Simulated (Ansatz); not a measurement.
# Work function of Li(111): what the settings cost and change, part 2 of 2

How far do cutoff, k-mesh and smearing move the work function of Li(111)?

Ansatz 0.2.0; plane-wave DFT, PBE, Ansatz PAW.

So far. Step 9 (Run): The work function is 2.887 eV, -0.000 eV from the run “cutoff 420 eV”, at 1.9 times its CPU time.

**10. Run**

input.yaml reads:

```yaml
crystal:
  lattice:
    - [4.9356053327, 0.0, 0.0]
    - [2.4678026663, 4.2743596012, 0.0]
    - [0.0, 0.0, 28.0747621974]
  atoms:
    - { symbol: Li, position: [0.6666666667, 0.6666666667, 0.3205726174] }
    - { symbol: Li, position: [0.0, 0.0, 0.3564580939] }
    - { symbol: Li, position: [0.3333333333, 0.3333333333, 0.3923435704] }
    - { symbol: Li, position: [0.6666666667, 0.6666666667, 0.428229047] }
    - { symbol: Li, position: [0.0, 0.0, 0.4641145235] }
    - { symbol: Li, position: [0.3333333333, 0.3333333333, 0.5] }
    - { symbol: Li, position: [0.6666666667, 0.6666666667, 0.5358854765] }
    - { symbol: Li, position: [0.0, 0.0, 0.571770953] }
    - { symbol: Li, position: [0.3333333333, 0.3333333333, 0.6076564296] }
    - { symbol: Li, position: [0.6666666667, 0.6666666667, 0.6435419061] }
    - { symbol: Li, position: [0.0, 0.0, 0.6794273826] }
kpoints:
  mp_grid: { grid: [10, 10, 1] }
hamiltonian:
  xc: pbe
scf:
  occupations: { method: gaussian, width: 0.05 }
  convergence: { dr2_threshold: 1.0e-09 }
efield:
  axis: 3
  dipole_correction: true
  ramp_position: 0.97
  ramp_width: 0.06
output:
  write_potential: true
  write_density: true
  volumetric_format: npy
```

Command:

```sh
> ansatz run input.yaml --threads 2 --pin off --max-ram 3072MiB --backend cpu --events-out ev --progress --plain --runs-dir out
```

Numbers of over 12 decimals in the logs are rounded to 6 here.

What it wrote:

```text
[...]
Crystal: 11 atoms, lattice volume = 592.281 Å³
Basis set: ecut = 420 eV, 11595 PW (Γ)
Bands: 28, of which v1, the nominal top of the filled ones, is band 17 counted from 1 (16 counted from 0)
Symmetry: 6 space group operations
k-points: 14 of 100 (time reversal used)
[...]
k-point 1: bands = [... 13 lower, -3.2824, -2.2720, -1.2414, -0.1642, 0.2426, 0.4267, 0.7501, 0.9905, ... 7 higher]
  k-point 2: bands = [... 13 lower, -3.0924, -2.0802, -1.0641, -0.7162, -0.2722, -0.1358, 0.0473, 0.4612, ... 7 higher]
  k-point 13: bands = [... 13 lower, -2.3981, -2.3723, -1.9292, -1.8267, -1.6382, -1.0932, -0.9943, -0.6835, ... 7 higher]
[key lines of the parts left out:]
SCF converged after 8 iterations
Free energy (F): -2250.117470 eV
Fermi energy:    -1.247750 eV
Dipole field:    D = -0.000002 V/Å  (p = -0.000006 e·Å, saw-weighted, corrected)
Work function:   Φ+ = 2.8252 eV   Φ− = 2.8252 eV
```

The job ended after 31 s (2 threads of Arm Neoverse N1, shared host; peak memory 0.72 GiB).

The work function is 2.825 eV, -0.062 eV from the run “cutoff 420 eV”, at 0.93 times its CPU time.

**11. Slab**

input.yaml: that of step 10 with these lines changed.

```diff
@@ -22,3 +22,3 @@
 scf:
-  occupations: { method: gaussian, width: 0.05 }
+  occupations: { method: methfessel_paxton, width: 0.2 }
   convergence: { dr2_threshold: 1.0e-09 }
```

What it wrote:

```text
[...]
Crystal: 11 atoms, lattice volume = 592.281 Å³
Basis set: ecut = 420 eV, 11595 PW (Γ)
Bands: 28, of which v1, the nominal top of the filled ones, is band 17 counted from 1 (16 counted from 0)
Symmetry: 6 space group operations
k-points: 14 of 100 (time reversal used)
[...]
k-point 1: bands = [... 13 lower, -3.2678, -2.2592, -1.2307, -0.1540, 0.2617, 0.4457, 0.7653, 0.9971, ... 7 higher]
  k-point 2: bands = [... 13 lower, -3.0777, -2.0672, -1.0531, -0.6971, -0.2556, -0.1168, 0.0592, 0.4787, ... 7 higher]
  k-point 13: bands = [... 13 lower, -2.3790, -2.3529, -1.9112, -1.8088, -1.6227, -1.0767, -0.9795, -0.6694, ... 7 higher]
[key lines of the parts left out:]
SCF converged after 7 iterations
Free energy (F): -2250.105395 eV
Fermi energy:    -1.270487 eV
Dipole field:    D = 0.000000 V/Å  (p = 0.000001 e·Å, saw-weighted, corrected)
Work function:   Φ+ = 2.8339 eV   Φ− = 2.8339 eV
```

Run time: 33 s. Hardware: 2 threads; peak memory 0.71 GiB; 51 s of CPU time.

The work function is 2.834 eV, -0.053 eV from the run “cutoff 420 eV”, at 0.92 times its CPU time.

**12. Run**

input.yaml: that of step 11 with these lines changed.

```diff
@@ -22,3 +22,3 @@
 scf:
-  occupations: { method: methfessel_paxton, width: 0.2 }
+  occupations: { method: fermi_dirac, width: 0.3 }
   convergence: { dr2_threshold: 1.0e-09 }
```

What it wrote:

```text
band count auto-derived: 33 (N_el = 33.0; filled up to band 17; 28 by the electrons, moments and atoms)
[...]
Crystal: 11 atoms, lattice volume = 592.281 Å³
Basis set: ecut = 420 eV, 11595 PW (Γ)
Bands: 33, of which v1, the nominal top of the filled ones, is band 17 counted from 1 (16 counted from 0)
Symmetry: 6 space group operations
[...]
k-point 1: bands = [... 13 lower, -3.3449, -2.3244, -1.2864, -0.2073, 0.1744, 0.3587, 0.6948, 0.9505, ... 12 higher]
  k-point 2: bands = [... 13 lower, -3.1550, -2.1330, -1.1100, -0.7845, -0.3312, -0.2040, -0.0011, 0.3995, ... 12 higher]
  k-point 13: bands = [... 13 lower, -2.4646, -2.4413, -1.9906, -1.8896, -1.7020, -1.1591, -1.0570, -0.7408, ... 12 higher]
[key lines of the parts left out:]
SCF converged after 7 iterations
Free energy (F): -2250.918655 eV
Fermi energy:    -1.423730 eV
Dipole field:    D = 0.000000 V/Å  (p = 0.000000 e·Å, saw-weighted, corrected)
Work function:   Φ+ = 3.0573 eV   Φ− = 3.0573 eV
```

Wall time 39 s (2 threads); peak memory 0.76 GiB; 62 s of CPU time.

The work function is 3.057 eV, +0.170 eV from the run “cutoff 420 eV”, at 1.1 times its CPU time.

**13. Slab**

input.yaml: that of step 12 with these lines changed.

```diff
@@ -22,3 +22,3 @@
 scf:
-  occupations: { method: fermi_dirac, width: 0.3 }
+  occupations: { method: cold, width: 0.1 }
   convergence: { dr2_threshold: 1.0e-09 }
```

What it wrote:

```text
[...]
Crystal: 11 atoms, lattice volume = 592.281 Å³
Basis set: ecut = 420 eV, 11595 PW (Γ)
Bands: 28, of which v1, the nominal top of the filled ones, is band 17 counted from 1 (16 counted from 0)
Symmetry: 6 space group operations
k-points: 14 of 100 (time reversal used)
[...]
k-point 1: bands = [... 13 lower, -3.2636, -2.2563, -1.2276, -0.1510, 0.2637, 0.4477, 0.7668, 0.9993, ... 7 higher]
  k-point 2: bands = [... 13 lower, -3.0735, -2.0643, -1.0500, -0.6951, -0.2542, -0.1148, 0.0622, 0.4801, ... 7 higher]
  k-point 13: bands = [... 13 lower, -2.3773, -2.3510, -1.9102, -1.8075, -1.6187, -1.0729, -0.9755, -0.6665, ... 7 higher]
[key lines of the parts left out:]
SCF converged after 9 iterations
Free energy (F): -2250.117286 eV
Fermi energy:    -1.257629 eV
Dipole field:    D = 0.000008 V/Å  (p = 0.000026 e·Å, saw-weighted, corrected)
Work function:   Φ+ = 2.8181 eV   Φ− = 2.8183 eV
```

Elapsed: 32 s, on 2 threads; peak memory 0.71 GiB; 53 s of CPU time.

The work function is 2.818 eV, -0.069 eV from the run “cutoff 420 eV”, at 0.96 times its CPU time.

**14. The series together**

Times are for 2 threads of Arm Neoverse N1, shared host. Results by setting:

| no. | setting | work function, upper face (eV) | time | memory (GiB) |
| --- | --- | --- | --- | --- |
| 1 | cutoff 200 eV | 2.900 | 13 s | 0.39 |
| 2 | cutoff 300 eV | 2.887 | 21 s | 0.51 |
| 3 | cutoff 420 eV | 2.887 | 35 s | 0.71 |
| 4 | cutoff 600 eV | 2.887 | 61 s | 1.0 |
| 5 | mesh 2x2 | 2.857 | 6.9 s | 0.54 |
| 6 | mesh 3x3 | 3.012 | 11 s | 0.52 |
| 7 | mesh 7x7 | 2.893 | 22 s | 0.61 |
| 8 | mesh 15x15 | 2.887 | 65 s | 0.88 |
| 9 | Gaussian smearing 0.05 eV | 2.825 | 31 s | 0.72 |
| 10 | methfessel_paxton smearing 0.2 eV | 2.834 | 33 s | 0.71 |
| 11 | fermi_dirac smearing 0.3 eV | 3.057 | 39 s | 0.76 |
| 12 | cold smearing 0.1 eV | 2.818 | 32 s | 0.71 |

**15. A changed input**

An input spoilt on purpose, to show how the run answers: it repeats the earlier run “cutoff 200 eV” with crystal.atoms[0].spin to 2.0, and scf.max_iter set to 50; its output block differs too.

input.yaml: that of step 13 with these lines changed.

```diff
@@ -6,3 +6,3 @@
   atoms:
-    - { symbol: Li, position: [0.6666666667, 0.6666666667, 0.3205726174] }
+    - { symbol: Li, position: [0.6666666667, 0.6666666667, 0.3205726174], spin: 2.0 }
     - { symbol: Li, position: [0.0, 0.0, 0.3564580939] }
@@ -22,4 +22,5 @@
 scf:
-  occupations: { method: cold, width: 0.1 }
+  occupations: { method: fermi_dirac, width: 0.1 }
   convergence: { dr2_threshold: 1.0e-09 }
+  max_iter: 50
 efield:
@@ -29,2 +30,4 @@
   ramp_width: 0.06
+basis:
+  ecutwfc: "200 eV"
 output:
```

What it wrote:

```text
Error: inconsistent input (magnetization.spin_polarized): false but per-atom `spin:`, `per_species`, `initial_magnetization`, `magnetic_field`, or `spin_locking` is set
```

Wall time 0.02 s (2 threads); peak memory 0.08 GiB.

The input was rejected at the start.

The program's message: “Error: inconsistent input (magnetization.spin_polarized): false but per-atom `spin:`, `per_species`, `initial_magnetization`, `magnetic_field`, or `spin_locking` is set”

The fault put into the input: a moment without spin polarisation.

**16. Outcome**

| Quantity | Value |
| --- | --- |
| work function, cutoff 420 eV | 2.887 eV |
| work function, cutoff 600 eV | 2.887 eV |
| work function, fermi_dirac smearing 0.3 eV | 3.057 eV |
| work function, cold smearing 0.1 eV | 2.818 eV |

What this shows: The run at the highest cutoff gives 2.89 eV, and the settings tried spread the value from 2.82 to 3.06 eV. Against 600 eV, a cutoff of 200 eV is off by +0.013 eV. Against 600 eV, a cutoff of 420 eV is off by -0.000 eV. Against the finest mesh, 15 points along a, the coarser ones are off by -0.03 (2), +0.13 (3) and +0.01 (7) eV. The smearing schemes and widths spread it over 0.24 eV. The ladder's slabs use the tabulated experimental lattice constant (two decimals; a low-temperature value for the alkali metals).

[Logs are printed without paths, hosts, clocks, repeated set-up lines and the standing remarks that a program may print on its own settings, such as how far it seeks lower states.]

[Hosts, paths, dates, database ids (printed as entryN), source tags and the programs' standing remarks are cut or masked in the printed files.]

[Maps of the electrostatic potential energy from Ansatz leave out the sawtooth potential of an applied field or a dipole correction, so their vacuum need not be flat; planar profiles and work functions include it.]
